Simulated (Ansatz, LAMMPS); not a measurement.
# Elastic response of glassy 44SiO2-56MgO (mol %) (83 atoms), part 3 of 3

Aim: relax glassy 44SiO2-56MgO (mol %) (83 atoms), then change its volume and shape to read moduli from the stress.

Ansatz 0.2.0; Kohn-Sham DFT, RPBE, PAW (set soft_2), plane waves.

The cell: 15 Si, 19 Mg and 49 O. The quench rate of 30 K/ps far exceeds what a furnace or splat quench reaches. The starting topology of bonds comes from the classical model. Only the Γ point is sampled.

So far. Step 10 (Stretched by 1 % along x): The relaxation converged after 4 steps, 0.0485 eV below its start, with a largest force component of 0.047 eV/Å. Step 10 (Stretched by 1 % along x): Stretched by 1 % along x: the energy stands 0.0319 eV above that of the reference, at a pressure of -0.574 GPa.

### 11. Compressed by 1 % along x

The relaxed cell is strained along x alone, which gives the stiffness along x and its coupling to y and z.

Contents of input.yaml:

```yaml
crystal:
  lattice:
    - [10.11954, -0.03583, -0.19501]
    - [-0.03547, 10.14317, -0.00701]
    - [-0.19306, -0.00701, 10.05592]
  atoms:
    [... the 83 atom lines of step 4 ...]
kpoints:
  mp_grid: { grid: [1, 1, 1] }
hamiltonian:
  xc: rpbe
scf:
  occupations: { method: fixed }
output:
  forces: true
  eigenvalues: true
  stress: true
relax:
  f_tol: 0.05
  max_steps: 70
```

Run with:

```
$ ansatz run input.yaml --threads 4 --pin off --max-ram 8192MiB --backend cpu --events-out ev --progress --plain --runs-dir out
```

Numbers of over 12 decimals in the logs are rounded to 6 here.

Output:

```text
[...]
Crystal: 83 atoms, lattice volume = 1031.787 Å³
Basis set: ecut = 420 eV, 20125 PW (Γ), exchange–correlation on 144×144×144 points (8 copies of the dense FFT grid, shifted against one another)
Bands: 355, of which v1, the nominal top of the filled ones, is band 272 counted from 1 (271 counted from 0)
Symmetry: 1 space group operations
[...]
k-points: 1
[...]
SCF iter   1: F=—  HF=-74179.641418 eV  |F-HF|=—  |Δ(HF+E_count)|=         —  Δρ=4.77e-3  dr2=2.53e-1  ethr=1.77e-3  ⟨swp⟩=5.0  Hψ=1287  notcnv=0  defer=80
[...]
SCF iter   6: F=—  HF=-74179.598701 eV  |F-HF|=—  |Δ(HF+E_count)|=   1.50e-4  Δρ=5.04e-5  dr2=2.74e-5  ethr=4.47e-8  ⟨swp⟩=2.0  Hψ=431  notcnv=0  defer=81
SCF iter   7: F=-74179.598768 eV  HF=-74179.598765 eV  |F-HF|=3.66e-6  |Δ(HF+E_count)|=   6.39e-5  Δρ=1.89e-5  dr2=3.47e-6  ethr=5.03e-9  ⟨swp⟩=15.0  Hψ=1957  notcnv=0
SCF 1 converged in 7 iterations: F = -74179.598768 eV  dr2 = 3.47e-6
[...]
relax step   1: F+E_penalty+E_count = -74179.59876839 eV  Δ(F+E_penalty+E_count) = +0.000e0 eV  max|allowed force component| = 4.570e-1 eV/Å  Δτ_max = 0.0000 Å  (7 SCF iters, dr2 threshold 6.25e-5 eV, accepted)
[...]
relax step   2: F+E_penalty+E_count = -74179.62591601 eV  Δ(F+E_penalty+E_count) = -2.715e-2 eV  max|allowed force component| = 2.419e-1 eV/Å  Δτ_max = 0.0135 Å  (5 SCF iters, dr2 threshold 1.31e-5 eV, accepted)
[...]
relax step   3: F+E_penalty+E_count = -74179.64290273 eV  Δ(F+E_penalty+E_count) = -1.699e-2 eV  max|allowed force component| = 5.211e-2 eV/Å  Δτ_max = 0.0209 Å  (6 SCF iters, dr2 threshold 3.66e-6 eV, accepted)
[...]
relax step   4: F+E_penalty+E_count = -74179.64579492 eV  Δ(F+E_penalty+E_count) = -2.892e-3 eV  max|allowed force component| = 3.110e-2 eV/Å  Δτ_max = 0.0266 Å  (7 SCF iters, accepted)
SCF converged after 7 iterations
Free energy (F): -74179.645795 eV
[...]
Internal energy: -74179.645795 eV  (E = F + TS)
E sigma→0 (E₀):  -74179.645795 eV
Fermi energy:    5.002370 eV
[...]
Σ components = -74179.645795   (vs F -74179.645795, Δ=0.00e0)
--- Forces (eV/Å), atoms counted from 1 ---
  atom   1  Si    -0.00431908     0.01703456     0.00149115
  atom   2  Si    -0.00247794    -0.00669805    -0.01764267
  atom   3  Si     0.01068287     0.00646149    -0.00542174
  atom   4  Si    -0.00466172    -0.01613808    -0.01224806
[...]
atom  83  O     -0.01248825    -0.00411576     0.00552606
  max |Σ_I F_I| component: 2.65e-4 eV/Å
--- Stress (GPa, compression-positive) ---
        1.319312      -0.053074       0.053757
       -0.053076       0.568485      -0.011366
        0.053759      -0.011365       0.548298
  P = ⅓ Tr σ = 0.8120 GPa (8.120 kbar)
--- Band table (eV) ---
[...]
--- Relaxed structure (4 steps of the walk, 4 accepted, 0 SCFs on fresh bases) ---
  F+E_penalty+E_count = -74179.64579492 eV   max|allowed force component| = 3.110e-2 eV/Å
  atoms:
    - { symbol: Si, position: [0.847827, 0.844881, 0.230923] }
    - { symbol: Si, position: [0.622597, 0.610121, 0.839424] }
    - { symbol: Si, position: [0.335072, 0.334569, 0.025748] }
    - { symbol: Si, position: [0.948674, 0.945711, 0.947730] }
[...]
- { symbol: O, position: [0.304240, 0.137705, 0.417017] }
```

It took 36 s on 4 threads of Arm Neoverse V2, shared host; peak memory 1.3 GiB.

The relaxation converged after 4 steps, 0.0470 eV below its start, with a largest force component of 0.031 eV/Å.

Compressed by 1 % along x: the energy stands 0.0416 eV above that of the reference, at a pressure of 0.812 GPa.

### 12. Sheared by 2 % in xy

A shear of the relaxed cell gives the modulus that volume changes can't reach.

input.yaml, the sections that differ from step 11:

```yaml
crystal:
  lattice:
    - [10.2214, 0.06639, -0.19501]
    - [0.0656, 10.14281, -0.00701]
    - [-0.19508, -0.00896, 10.05592]
  atoms:
    [... the 83 atom lines of step 4 ...]
# kpoints, hamiltonian, scf, output, relax: as in step 11
```

Output:

```text
[...]
Crystal: 83 atoms, lattice volume = 1042.105 Å³
Basis set: ecut = 420 eV, 20343 PW (Γ), exchange–correlation on 144×144×144 points (8 copies of the dense FFT grid, shifted against one another)
Bands: 355, of which v1, the nominal top of the filled ones, is band 272 counted from 1 (271 counted from 0)
Symmetry: 1 space group operations
[...]
k-points: 1
[...]
SCF iter   1: F=—  HF=-74179.595135 eV  |F-HF|=—  |Δ(HF+E_count)|=         —  Δρ=4.80e-3  dr2=2.56e-1  ethr=1.77e-3  ⟨swp⟩=5.0  Hψ=1215  notcnv=0  defer=80
[...]
SCF iter   7: F=-74179.550049 eV  HF=-74179.550044 eV  |F-HF|=5.20e-6  |Δ(HF+E_count)|=   6.41e-5  Δρ=1.77e-5  dr2=3.41e-6  ethr=5.55e-9  ⟨swp⟩=15.0  Hψ=2033  notcnv=0
SCF 1 converged in 7 iterations: F = -74179.550049 eV  dr2 = 3.41e-6
[...]
relax step   1: F+E_penalty+E_count = -74179.55004913 eV  Δ(F+E_penalty+E_count) = +0.000e0 eV  max|allowed force component| = 5.372e-1 eV/Å  Δτ_max = 0.0000 Å  (7 SCF iters, dr2 threshold 6.25e-5 eV, accepted)
[...]
relax step   2: F+E_penalty+E_count = -74179.59834720 eV  Δ(F+E_penalty+E_count) = -4.830e-2 eV  max|allowed force component| = 3.091e-1 eV/Å  Δτ_max = 0.0156 Å  (5 SCF iters, dr2 threshold 1.80e-5 eV, accepted)
[...]
relax step   3: F+E_penalty+E_count = -74179.62931703 eV  Δ(F+E_penalty+E_count) = -3.097e-2 eV  max|allowed force component| = 8.078e-2 eV/Å  Δτ_max = 0.0251 Å  (6 SCF iters, dr2 threshold 5.97e-6 eV, accepted)
relax step   4: F+E_penalty+E_count = -74179.63564320 eV  Δ(F+E_penalty+E_count) = -6.326e-3 eV  max|allowed force component| = 1.023e-1 eV/Å  Δτ_max = 0.0877 Å  (9 SCF iters, accepted)
[...]
relax step   5: F+E_penalty+E_count = -74179.63940663 eV  Δ(F+E_penalty+E_count) = -3.763e-3 eV  max|allowed force component| = 1.382e-2 eV/Å  Δτ_max = 0.0259 Å  (7 SCF iters, accepted)
SCF converged after 7 iterations
Free energy (F): -74179.639407 eV
[...]
Internal energy: -74179.639407 eV  (E = F + TS)
E sigma→0 (E₀):  -74179.639407 eV
Fermi energy:    4.878636 eV
[...]
--- Forces (eV/Å), atoms counted from 1 ---
  atom   1  Si    -0.00044704     0.00308110     0.00812108
  atom   2  Si    -0.00840567     0.00908974    -0.00236229
  atom   3  Si     0.00031137     0.00149803     0.00278563
  atom   4  Si     0.00415394    -0.00224320     0.00323493
  atom   5  Si    -0.01210615     0.00872524    -0.01382235
  atom   6  Si     0.00240064    -0.00549091     0.00371871
  atom   7  Si    -0.00802769    -0.00599878     0.00707068
  atom   8  Si     0.01044365     0.00770216     0.00397115
  atom   9  Si     0.00248055    -0.00096722    -0.00107320
  atom  10  Si    -0.00885841     0.00077240     0.00330766
  atom  11  Si    -0.00220032    -0.00072556     0.00061522
  atom  12  Si     0.00432697     0.00821414    -0.00513831
  atom  13  Si    -0.00751652     0.00318202    -0.00158945
  atom  14  Si     0.00386091    -0.00106939     0.00565580
[...]
atom  82  O     -0.00275834    -0.00547187    -0.00182247
  atom  83  O     -0.00247092    -0.00097842    -0.00119624
  max |Σ_I F_I| component: 2.37e-4 eV/Å
--- Stress (GPa, compression-positive) ---
        0.226573      -0.798570       0.034762
       -0.798571       0.287595      -0.077091
        0.034764      -0.077089       0.074135
  P = ⅓ Tr σ = 0.1961 GPa (1.961 kbar)
--- Band table (eV) ---
[...]
--- Relaxed structure (5 steps of the walk, 5 accepted, 0 SCFs on fresh bases) ---
  F+E_penalty+E_count = -74179.63940663 eV   max|allowed force component| = 1.382e-2 eV/Å
  atoms:
    - { symbol: Si, position: [0.845485, 0.841625, 0.230059] }
    - { symbol: Si, position: [0.620395, 0.606467, 0.839387] }
    - { symbol: Si, position: [0.334554, 0.333431, 0.027314] }
    - { symbol: Si, position: [0.947164, 0.945981, 0.947573] }
[...]
- { symbol: O, position: [0.305065, 0.137555, 0.412346] }
```

Elapsed: 46 s, on 4 threads; peak memory 1.3 GiB.

The relaxation converged after 5 steps, 0.0894 eV below its start, with a largest force component of 0.014 eV/Å.

Sheared by 2 % in xy: the energy stands 0.0480 eV above that of the reference, at a pressure of 0.196 GPa.

### 13. Pressure against volume

Atoms are relaxed at each volume, in the scaled cell.

| volume change (%) | volume (Å³/atom) | energy change (meV/atom) | pressure (GPa) | largest move on relaxing (Å) | bonds | gap (eV) |
| --- | --- | --- | --- | --- | --- | --- |
| -10 | 11.301 | 35.61 | 9.92 | 0.36 | 150 | 3.65 |
| -6 | 11.803 | 11.89 | 5.38 | 0.21 | 149 | 3.49 |
| -3 | 12.180 | 2.71 | 2.48 | 0.12 | 147 | 3.38 |
| +0 | 12.557 | 0.00 | 0.03 | - | 144 | 3.26 |
| +3 | 12.933 | 2.10 | -1.83 | 0.21 | 144 | 3.16 |
| +6 | 13.310 | 8.09 | -3.36 | 0.44 | 142 | 3.09 |

### 14. Uniaxial strain and shear

Stress (GPa, compression positive) less that of the relaxed cell, atoms relaxed:

| strain | xx | yy | zz | xy | energy change (meV/atom) |
| --- | --- | --- | --- | --- | --- |
| stretched by 1 % along x | -1.061 | -0.371 | -0.389 | 0.108 | 0.38 |
| compressed by 1 % along x | 1.299 | 0.519 | 0.520 | -0.051 | 0.50 |
| sheared by 2 % in xy | 0.206 | 0.238 | 0.046 | -0.796 | 0.58 |

### 15. Outcome

The bulk modulus, from the slope of pressure against ln V over the three points nearest the relaxed volume, is 71.8 GPa; a quadratic over all points gives a pressure derivative of about 5.8. The count of bonds runs from 142 to 150 over the series, so at some points contacts cross the cutoffs. The gap goes from 3.65 eV at the smallest volume to 3.09 eV at the largest, -3.5 eV per unit of ln V by a straight line, on the run's k-points. In the Cartesian axes of the cell, finite differences give C11 = 118, C12 = 44.5, C13 = 45.5 and C66 = 39.8 GPa (the shear of 2 % is the engineering strain, εxy = 0.01). The mean of C11, C12 and C13, which equals the bulk modulus in a cubic or isotropic solid, is 69.3 GPa: it agrees with the bulk modulus within 10 %. For an isotropic solid C66 would equal (C11 − C12)/2 = 36.8 GPa; so small a sample needn't be isotropic, and C66 rests on one shear. With the bulk modulus and C66 as K and G, Young's modulus would be about 101 GPa and Poisson's ratio 0.27.

Caveats: Strains are finite and relaxations stop at the force tolerance of the input, which can leave moduli too stiff; they are those of a static cell at zero temperature. Volumes are changed with the cell's shape held, so in an anisotropic solid the modulus lies over the one under free hydrostatic load. The program notes that the SCF threshold of the relaxations is loose for the stress.

The DFT runs together took 8.2 min of wall time.

[Logs are printed without paths, hosts, clocks, repeated set-up lines and the standing remarks that a program may print on its own settings, such as how far it seeks lower states.]

[Hosts, paths, dates, database ids (printed as entryN), source tags and the programs' standing remarks are cut or masked in the printed files.]
